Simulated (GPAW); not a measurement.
**Ballistic transport through bithiophene-5,5'-dithiol between two Al chains, cheap and dear**

How well does bithiophene-5,5'-dithiol between two Al chains conduct at low bias, and how far do basis and functional move the answer?

Method: GPAW LCAO, PAW setups; Landauer transmission from Green's functions with principal layers (ASE), zero bias, in GPAW 26.7.0.

Report form: the programs' logs are mostly left out.

## 1. Set-up

The cell holds 28 atoms: 12 Al, 4 S, 8 C and 4 H. Cell: a = 14.560 Å, b = 9.000 Å, c = 39.491 Å, α = 90.0°, β = 90.0°, γ = 90.0°. Regions: left lead, 6 atoms (6 Al); channel, 16 atoms (4 S, 8 C and 4 H); right lead, 6 atoms (6 Al). Vacuum lies along a and b. The structure is stacked along c, and the current runs across the ab planes.

## 2. Double-zeta polarised basis

The script solves lead and junction separately, takes H and S in the orbital basis, and joins semi-infinite leads through their self-energies; the dzp basis is the working standard.

File run.py:

```python
import json
import numpy as np
from ase import Atoms
from ase.transport.calculators import TransportCalculator
from gpaw import GPAW, FermiDirac
from gpaw.lcao.tools import get_lcao_hamiltonian
from scipy.linalg import eigh

# The junction with lead layers at both ends, along the third cell vector
device = Atoms(
    ['Al', 'Al', 'Al', 'Al', 'Al', 'Al', 'S', 'C', 'H', 'C', 'S', 'C', 'C', 'H', 'H', 'C', 'C', 'S', 'C', 'H', 'C', 'S', 'Al', 'Al', 'Al', 'Al', 'Al', 'Al'],
    positions=[
        [7.27985, 4.50000, 1.20000],
        [7.27985, 4.50000, 3.60000],
        [7.27985, 4.50000, 6.00000],
        [7.27985, 4.50000, 8.40000],
        [7.27985, 4.50000, 10.80000],
        [7.27985, 4.50000, 13.20000],
        [8.58669, 4.50001, 14.96980],
        [8.27923, 4.50001, 16.69606],
        [6.10477, 4.50003, 16.77085],
        [7.04670, 4.50002, 17.30533],
        [9.54671, 4.50001, 17.83421],
        [7.15449, 4.50002, 18.72939],
        [8.46657, 4.50001, 19.17477],
        [6.29372, 4.50003, 19.38738],
        [11.12355, 4.50003, 20.32951],
        [8.95004, 4.50002, 20.54266],
        [10.26261, 4.50002, 20.98749],
        [7.86982, 4.50001, 21.88430],
        [10.37065, 4.50002, 22.41102],
        [11.30970, 4.50002, 22.95141],
        [9.13861, 4.50001, 23.01901],
        [8.84569, 4.50001, 24.74565],
        [7.27985, 4.50000, 26.29102],
        [7.27985, 4.50000, 28.69102],
        [7.27985, 4.50000, 31.09102],
        [7.27985, 4.50000, 33.49102],
        [7.27985, 4.50000, 35.89102],
        [7.27985, 4.50000, 38.29102]],
    cell=[[14.5597, 0.0, 0.0], [0.0, 9.0, 0.0], [0.0, 0.0, 39.49102]],
    pbc=True)

# One principal layer of the lead: the first 4 atoms of the device
lead = Atoms(
    ['Al', 'Al', 'Al', 'Al'],
    positions=[
        [7.27985, 4.50000, 1.20000],
        [7.27985, 4.50000, 3.60000],
        [7.27985, 4.50000, 6.00000],
        [7.27985, 4.50000, 8.40000]],
    cell=[[14.5597, 0.0, 0.0], [0.0, 9.0, 0.0], [0.0, 0.0, 9.6]],
    pbc=True)

settings = dict(mode='lcao', basis='dzp', xc='PBE', h=0.2,
                occupations=FermiDirac(0.1), maxiter=250,
                mixer=dict(beta=0.1, nmaxold=8, weight=100.0),
                convergence=dict(density=0.0001))
energies = np.arange(-2, 2 + 1e-9, 0.05)
eta = 0.0001
n1, n2 = 1, 1
# k and -k transmit alike, so half of the mesh across the current serves
mesh = [(i, j) for i in range(n1) for j in range(n2) if (i, j) <= (-i % n1, -j % n2)]
weights = np.array([1 if (i, j) == (-i % n1, -j % n2) else 2 for i, j in mesh]) / (n1 * n2)


def ground_state(atoms, size, txt):
    atoms.calc = GPAW(kpts={'size': size, 'gamma': True}, symmetry={'tolerance': 1e-3}, txt=txt, **settings)
    atoms.get_potential_energy()
    return atoms.calc.get_fermi_level()


def blocks(atoms, fermi, points, nz, cells):
    """H - E_F S and S between cell 0 and the cells above it, at each point across the current."""
    kz = np.arange(nz) / nz
    calc = atoms.calc.fixed_density(kpts=[(*k, z) for k in points for z in kz], symmetry='off', txt=None)
    H, S = get_lcao_hamiltonian(calc)
    H = (H - fermi * S).reshape(len(H), len(points), nz, *S.shape[1:])
    S = S.reshape(H.shape[1:])
    phases = [np.exp(-2j * np.pi * kz * R) / nz for R in cells]
    return [(np.einsum('skzij,z->ksij', H, p), np.einsum('kzij,z->kij', S, p)) for p in phases]


def pair(a, b):
    return np.block([[a, b], [b.T.conj(), a]])


def count_channels(h, s, cells, nk=240):
    """Half the number of times that the lead's bands cross each energy, unfolded to its shortest repeat."""
    b = len(h) // cells
    bands = []
    for k in (np.arange(nk + 1) + 0.5) / nk:
        hk, sk = h[:b, :b].copy(), s[:b, :b].copy()
        for R in range(1, cells):
            phase, block = np.exp(2j * np.pi * k * R), slice(R * b, (R + 1) * b)
            hk += h[:b, block] * phase + (h[:b, block] * phase).T.conj()
            sk += s[:b, block] * phase + (s[:b, block] * phase).T.conj()
        w, u = eigh(sk)
        x = u[:, w > 1e-5] / w[w > 1e-5]**0.5  # drop near-dependent combinations
        bands.append(np.r_[eigh(x.T.conj() @ hk @ x, eigvals_only=True), [1e9] * (w <= 1e-5).sum()])
    below = np.array(bands)[:, :, None] < energies
    return (below[1:] != below[:-1]).sum((0, 1)) / 2


fermi_lead = ground_state(lead, (1, 1, 12), 'lead.txt')
fermi_device = ground_state(device, (1, 1, 2), 'device.txt')
T, channels, eigen, tail, misfit, shifts = [], [], [], 0.0, 0.0, []
for first in range(0, len(mesh), 141):
    points = [(i / n1, j / n2) for i, j in mesh[first:first + 141]]
    (H0k, S0k), (H1k, S1k), (H2k, _) = blocks(lead, fermi_lead, points, 5, range(3))
    [(Hk, Sk)] = blocks(device, fermi_device, points, 2, [0])
    tail = max(tail, abs(H2k).max())
    for H0, S0, H1, S1, H, S in zip(H0k, S0k, H1k, S1k, Hk, Sk):
        n = len(S0)
        # Shift the lead onto the potential of the device's first layer
        shift = ((H[:, 0, 0] - H0[:, 0, 0]) / S0[0, 0]).real.mean()
        shifts.append(shift)
        misfit = max(misfit, abs(H[:, :n, :n] - H0 - shift * S0).max())
        Tk, Ck, Ek = [], [], []
        for s in range(len(H)):
            t = s % len(H0)  # a lead without moments serves both spins
            h1, s1 = pair(H0[t] + shift * S0, H1[t] + shift * S1), pair(S0, S1)
            leads = dict(h1=h1, s1=s1, energies=energies, eta=eta, eta1=eta, eta2=eta)
            calc = TransportCalculator(h=H[s], s=S, eigenchannels=3, **leads)
            Tk.append(calc.get_transmission())
            Ek.append(np.sort(calc.eigenchannels_ne, axis=0)[::-1])
            Ck.append(count_channels(h1, s1, 8))
        T.append(Tk)
        channels.append(Ck)
        eigen.append(Ek)
T, channels = np.array(T), np.array(channels)
mean, open_channels = np.einsum('kse,k->se', T, weights), np.einsum('kse,k->se', channels, weights)

print(f'basis functions: device {len(S)}, principal layer {n}')
print(f'Fermi level: lead {fermi_lead:.4f} eV, device {fermi_device:.4f} eV; lead shifted by {np.mean(shifts):.4f} eV')
print(f'largest coupling past the next layer {tail:.2e} eV, largest misfit of the first layer {misfit:.3f} eV')
print('  E-E_F (eV)   ' + 'T (one spin)  channels')
for e, t, c in zip(energies, mean.T, open_channels.T):
    print(f'{e:10.3f}  ', *[f'{x:11.4e}' for x in t], *[f'{x:9.4f}' for x in c])

kT = 8.617333e-5 * 300
fine = np.linspace(energies[0], energies[-1], 4001)
both = np.exp(np.interp(fine, energies, np.log(np.maximum(mean.sum(0) * 2 / len(mean), 1e-30))))
fermi = lambda mu: 1 / (1 + np.exp(np.clip((fine - mu) / kT, -200, 200)))
slope = fermi(0) * (1 - fermi(0)) / kT
G = np.trapezoid(both * slope, fine) / 2
seebeck = -np.trapezoid(both * slope * fine, fine) / (2 * G * 300) * 1e6
print(f'conductance at 300 K: {G:.5g} G0 a cell; thermopower {seebeck:.4g} uV/K')
bias = [0.1, 0.2, 0.5, 1.0, 1.5, 2.0]
current = [38.74 * np.trapezoid(both * (fermi(V / 2) - fermi(-V / 2)), fine) for V in bias]
for V, I in zip(bias, current):
    print(f'current from the zero-bias T(E) at {V} V: {I:.5g} uA')
zero = abs(energies).argmin()
json.dump(dict(energies=energies.tolist(), T=mean.tolist(), channels=open_channels.tolist(), G=G, seebeck=seebeck,
               bias=bias, current=current, tail=tail, misfit=misfit, shift=np.mean(shifts), n_device=len(S), n_lead=n,
               fermi=[fermi_lead, fermi_device], energy=device.get_potential_energy(),
               moments=device.get_magnetic_moments().tolist(), mesh=mesh, weights=weights.tolist(),
               T_k=T[:, :, zero].tolist(), eigen=np.array(eigen[0]).tolist()), open('result.json', 'w'))
```

Started as:

```bash
$ OMP_NUM_THREADS=1 OPENBLAS_NUM_THREADS=1 python run.py
```

Run time: 2.1 min. Hardware: 1 thread of Arm Neoverse V1, shared host; peak memory 1.8 GiB.

Numbers from this step:

* conductance: 0.05007 G₀
* largest coupling past the next principal layer: 1.91e-15 eV
* largest misfit of the first principal layer: 0.03999 eV
* shift that aligns the lead: -0.003269 eV
* basis functions of the junction: 332
* basis functions of a principal layer: 52
* transmission at the Fermi level (one spin): 0.05087
* open channels of the lead at the Fermi level (one spin): 2

One spin. Transmission, zone mean against energy, zero at the Fermi level:

```csv
energy (eV),"transmission, zone mean"
-2.000,9.3e-6
-1.800,2.2e-6
-1.600,3.7e-7
-1.400,2.2e-8
-1.200,0
-1.000,0
-0.800,0
-0.600,0
-0.400,6.1e-4
-0.200,0.0397
0.000,0.0509
0.200,0.0415
0.400,0.0338
0.600,0.0399
0.800,0.0526
1.000,0.0624
1.200,0.0991
1.400,0.205
1.600,0.596
1.750,0.991
1.800,0.914
2.000,0.407
```

Crossings of the lead's bands, unfolded to its shortest repeat. Open channels, zone mean against energy, zero at the Fermi level:

| energy (eV) | open channels, zone mean |
| --- | --- |
| -2.000 | 1 |
| -1.800 | 1 |
| -1.600 | 1 |
| -1.400 | 1 |
| -1.200 | 0 |
| -1.000 | 0 |
| -0.800 | 0 |
| -0.600 | 0 |
| -0.400 | 2 |
| -0.200 | 2 |
| 0.000 | 2 |
| 0.200 | 2 |
| 0.400 | 2 |
| 0.600 | 2 |
| 0.800 | 2 |
| 1.000 | 3 |
| 1.200 | 3 |
| 1.400 | 3 |
| 1.600 | 3 |
| 1.800 | 3 |
| 2.000 | 3 |

Not self-consistent under bias; the bias window is split evenly. The current through one cell, from the zero-bias transmission by bias:

| bias (V) | current through one cell, from the zero-bias transmission (μA) |
| --- | --- |
| 0.100 | 0.386 |
| 0.200 | 0.761 |
| 0.500 | 1.74 |
| 1.000 | 2.68 |
| 1.500 | 3.50 |
| 2.000 | 4.57 |

Table of transmission of the three most open eigenchannels by energy, zero at the Fermi level:

```csv
energy (eV),channel 1,channel 2,channel 3
-2.00,9.3e-6,0,0
-1.85,3.3e-6,0,0
-1.70,9.7e-7,0,0
-1.60,3.7e-7,0,0
-1.45,5.4e-8,0,0
-1.30,0,0,0
-1.15,0,0,0
-1.05,0,0,0
-0.90,0,0,0
-0.75,0,0,0
-0.60,0,0,0
-0.50,0,0,0
-0.35,0.0212,4.0e-4,0
-0.20,0.0391,6.1e-4,0
-0.05,0.0501,4.4e-4,0
0.00,0.0506,3.1e-4,0
0.05,0.0494,2.0e-4,0
0.20,0.0415,4.6e-5,0
0.35,0.0347,1.6e-4,0
0.50,0.0321,0.00232,0
0.60,0.0325,0.00742,0
0.75,0.0361,0.0143,0
0.90,0.0441,0.0120,5.9e-12
1.05,0.0592,0.00939,7.4e-6
1.15,0.0766,0.00980,1.1e-5
1.30,0.126,0.0109,1.5e-5
1.45,0.248,0.0123,1.9e-5
1.60,0.582,0.0142,2.3e-5
1.70,0.919,0.0156,2.7e-5
1.85,0.749,0.0180,3.3e-5
2.00,0.386,0.0206,4.2e-5
```

Couplings past the next layer reach 1.9e-15 eV, small enough to drop; the matrix elements of the cell's first layer differ from the bulk lead's by up to 0.040 eV. That layer keeps its own values in the calculation, and only beyond it is the lead taken as perfect. The Fermi levels of lead and junction count from different zeros of potential, one for each periodic cell; with both set to zero, the small remaining shift is what aligns them. By hand: G = 0.05007 × 77.48 μS = 3.88 μS, a resistance of 258 kΩ; at 0.1 V a linear junction would pass 0.388 μA, and the integral over the bias window gives 0.386 μA.

## 3. GPAW, szp: basis = "szp(dzp)"

One radial function a shell plus polarisation makes the matrices smaller; the question is what that costs.

Changes to run.py since step 2:

```diff
@@ -54,3 +54,3 @@
 
-settings = dict(mode='lcao', basis='dzp', xc='PBE', h=0.2,
+settings = dict(mode='lcao', basis='szp(dzp)', xc='PBE', h=0.2,
                 occupations=FermiDirac(0.1), maxiter=250,
```

Wall time 1.9 min (1 thread); peak memory 1.7 GiB.

Numbers from this step:

```
conductance                                    : 0.03788 G₀
thermopower                                    : -5.866 μV/K
largest coupling past the next principal layer : 1.20e-15 eV
largest misfit of the first principal layer    : 0.04415 eV
shift that aligns the lead                     : -0.004593 eV
basis functions of the junction                : 232
basis functions of a principal layer           : 36
transmission at the Fermi level (one spin)     : 0.03851
```

One spin. Table of transmission, zone mean by energy, zero at the Fermi level:

| energy (eV) | transmission, zone mean |
| --- | --- |
| -2.00 | 1.2e-5 |
| -1.85 | 4.4e-6 |
| -1.70 | 1.4e-6 |
| -1.60 | 5.7e-7 |
| -1.45 | 6.5e-8 |
| -1.30 | 0 |
| -1.15 | 0 |
| -1.05 | 0 |
| -0.90 | 0 |
| -0.75 | 0 |
| -0.60 | 0 |
| -0.50 | 0 |
| -0.35 | 0.00624 |
| -0.20 | 0.0243 |
| -0.05 | 0.0364 |
| 0.00 | 0.0385 |
| 0.05 | 0.0393 |
| 0.20 | 0.0376 |
| 0.35 | 0.0381 |
| 0.50 | 0.0595 |
| 0.60 | 0.0673 |
| 0.75 | 0.0751 |
| 0.90 | 0.117 |
| 1.05 | 0.221 |
| 1.15 | 0.384 |
| 1.30 | 0.883 |
| 1.35 | 0.992 |
| 1.45 | 0.817 |
| 1.60 | 0.429 |
| 1.70 | 0.307 |
| 1.85 | 0.226 |
| 2.00 | 0.199 |

Crossings of the lead's bands, unfolded to its shortest repeat. The open channels, zone mean by energy, zero at the Fermi level:

```csv
energy (eV),"open channels, zone mean"
-2.00,1
-1.90,1
-1.80,1
-1.70,1
-1.55,1
-1.45,1
-1.35,0
-1.25,0
-1.15,0
-1.05,0
-0.90,0
-0.80,0
-0.70,0
-0.60,0
-0.50,0
-0.40,0
-0.25,2
-0.15,2
-0.05,2
0.00,2
0.05,2
0.15,2
0.25,2
0.40,2
0.50,2
0.60,2
0.70,2
0.80,3
0.90,3
1.05,3
1.15,3
1.25,3
1.35,3
1.45,3
1.55,3
1.70,3
1.80,3
1.90,3
2.00,3
```

Not self-consistent under bias; the bias window is split evenly. The current through one cell, from the zero-bias transmission by bias:

```
bias (V)  current through one cell, from the zero-bias transmission (μA)
   0.100                                                           0.292
   0.200                                                           0.576
   0.500                                                            1.32
   1.000                                                            2.28
   1.500                                                            3.60
   2.000                                                            5.84
```

The transmission of the three most open eigenchannels by energy, zero at the Fermi level:

| energy (eV) | channel 1 | channel 2 | channel 3 |
| --- | --- | --- | --- |
| -2.00 | 1.2e-5 | 0 | 0 |
| -1.85 | 4.4e-6 | 0 | 0 |
| -1.70 | 1.4e-6 | 0 | 0 |
| -1.60 | 5.7e-7 | 0 | 0 |
| -1.45 | 6.5e-8 | 0 | 0 |
| -1.30 | 0 | 0 | 0 |
| -1.15 | 0 | 0 | 0 |
| -1.05 | 0 | 0 | 0 |
| -0.90 | 0 | 0 | 0 |
| -0.75 | 0 | 0 | 0 |
| -0.60 | 0 | 0 | 0 |
| -0.50 | 0 | 0 | 0 |
| -0.35 | 0.00595 | 2.9e-4 | 0 |
| -0.20 | 0.0237 | 6.7e-4 | 0 |
| -0.05 | 0.0360 | 4.8e-4 | 0 |
| 0.00 | 0.0382 | 3.3e-4 | 0 |
| 0.05 | 0.0391 | 2.0e-4 | 0 |
| 0.20 | 0.0375 | 6.5e-5 | 9.1e-12 |
| 0.35 | 0.0362 | 0.00193 | 1.8e-12 |
| 0.50 | 0.0396 | 0.0198 | 0 |
| 0.60 | 0.0458 | 0.0214 | 0 |
| 0.75 | 0.0646 | 0.0105 | 2.2e-10 |
| 0.90 | 0.106 | 0.0105 | 1.2e-5 |
| 1.05 | 0.210 | 0.0117 | 1.8e-5 |
| 1.15 | 0.371 | 0.0127 | 2.1e-5 |
| 1.30 | 0.868 | 0.0148 | 2.5e-5 |
| 1.45 | 0.799 | 0.0173 | 2.9e-5 |
| 1.60 | 0.408 | 0.0204 | 3.3e-5 |
| 1.70 | 0.284 | 0.0229 | 3.7e-5 |
| 1.85 | 0.198 | 0.0271 | 4.3e-5 |
| 2.00 | 0.167 | 0.0320 | 5.2e-5 |

The conductance, 0.0379 G₀, lies 24 % below that of the dzp run.

## 4. Minimal basis

One function for each valence shell of the setup, as for a first survey of a large system.

Changes to run.py since step 3:

```diff
@@ -54,3 +54,3 @@
 
-settings = dict(mode='lcao', basis='szp(dzp)', xc='PBE', h=0.2,
+settings = dict(mode='lcao', basis='sz(dzp)', xc='PBE', h=0.2,
                 occupations=FermiDirac(0.1), maxiter=250,
```

It took 69 s on 1 thread; peak memory 1.6 GiB.

Numbers from this step:

```yaml
conductance: 0.04185 G₀
thermopower: -3.572 μV/K
largest_coupling_past_the_next_principal_layer: 1.13e-15 eV
largest_misfit_of_the_first_principal_layer: 0.04903 eV
shift_that_aligns_the_lead: 0.009713 eV
basis_functions_of_the_junction: 100
basis_functions_of_a_principal_layer: 16
transmission_at_the_fermi_level_one_spin: 0.04266
```

The conductance, 0.0418 G₀, lies 16 % below that of the dzp run.

## 5. revPBE in the dzp basis: xc = "revPBE"

Back in the dzp basis, the functional changes from PBE to revPBE, to set the spread between functionals beside that between bases.

Changes to run.py since step 4:

```diff
@@ -54,3 +54,3 @@
 
-settings = dict(mode='lcao', basis='sz(dzp)', xc='PBE', h=0.2,
+settings = dict(mode='lcao', basis='dzp', xc='revPBE', h=0.2,
                 occupations=FermiDirac(0.1), maxiter=250,
```

Wall time 2.2 min (1 thread); peak memory 1.8 GiB.

This step gave:

- conductance: 0.04917 G₀
- largest coupling past the next principal layer: 1.11e-15 eV
- largest misfit of the first principal layer: 0.04092 eV
- shift that aligns the lead: -0.003138 eV
- basis functions of the junction: 332
- basis functions of a principal layer: 52
- transmission at the Fermi level (one spin): 0.04992

The conductance, 0.0492 G₀, lies 1.8 % below that of the dzp run.

## 6. All levels side by side

Times are for 1 thread of Arm Neoverse V1, shared host. The series side by side:

```csv
no.,run,conductance (G₀),time,memory (GiB)
1,dzp,0.05007,2.1 min,1.8
2,szp,0.03788,1.9 min,1.7
3,sz,0.04185,69 s,1.6
4,dzp revPBE,0.04917,2.2 min,1.8
```

## 7. Comparison

The curves are compared point by point over the common energies.

This step: comparison of transmission and cost over codes and levels (GPAW 26.7.0).

Ladder, by row:

```
      step  code  T at the Fermi level (sum over the listed spins)  conductance (G0)  r.m.s. T(E) from the first  wall time (s)  peak memory (GiB)  threads
       dzp  GPAW                                           0.05087           0.05007                           0          123.4               1.77        1
       szp  GPAW                                           0.03851           0.03788                      0.2503          111.5               1.74        1
        sz  GPAW                                           0.04266           0.04185                      0.2427          69.38               1.62        1
dzp-revPBE  GPAW                                           0.04992           0.04917                     0.01567          130.8               1.77        1
```

The transmission, zone mean, sum over the listed spins by energy, zero at the Fermi level:

```csv
energy (eV),dzp,szp,sz,dzp-revPBE
-2.00,9.3e-6,1.2e-5,3.4e-6,8.9e-6
-1.85,3.3e-6,4.4e-6,6.6e-7,3.1e-6
-1.70,9.7e-7,1.4e-6,5.1e-14,9.4e-7
-1.50,1.1e-7,1.7e-7,0,1.2e-7
-1.35,6.3e-9,0,0,7.7e-9
-1.20,0,0,0,0
-1.05,0,0,0,0
-0.90,0,0,0,0
-0.70,0,0,0,0
-0.55,7.7e-14,0,5.1e-14,7.8e-14
-0.40,6.1e-4,8.5e-11,0.00440,4.1e-4
-0.25,0.0343,0.0196,0.0208,0.0344
-0.10,0.0484,0.0331,0.0375,0.0477
0.00,0.0509,0.0385,0.0427,0.0499
0.10,0.0472,0.0392,0.0416,0.0463
0.25,0.0388,0.0369,0.0396,0.0381
0.40,0.0338,0.0421,0.0478,0.0330
0.55,0.0366,0.0655,0.0487,0.0338
0.70,0.0475,0.0712,0.0589,0.0438
0.90,0.0561,0.117,0.102,0.0566
1.05,0.0686,0.221,0.189,0.0661
1.20,0.0991,0.520,0.425,0.0937
1.35,0.166,0.992,0.921,0.154
1.50,0.338,0.659,0.776,0.307
1.70,0.935,0.307,0.331,0.889
1.75,0.991,0.270,0.280,0.989
1.85,0.767,0.226,0.215,0.814
2.00,0.407,0.199,0.166,0.427
```

[end of part 1 of 2]

[Logs are printed without paths, hosts, clocks, repeated set-up lines and the standing remarks that a program may print on its own settings, such as how far it seeks lower states.]

[Hosts, paths, dates, database ids (printed as entryN), source tags and the programs' standing remarks are cut or masked in the printed files.]
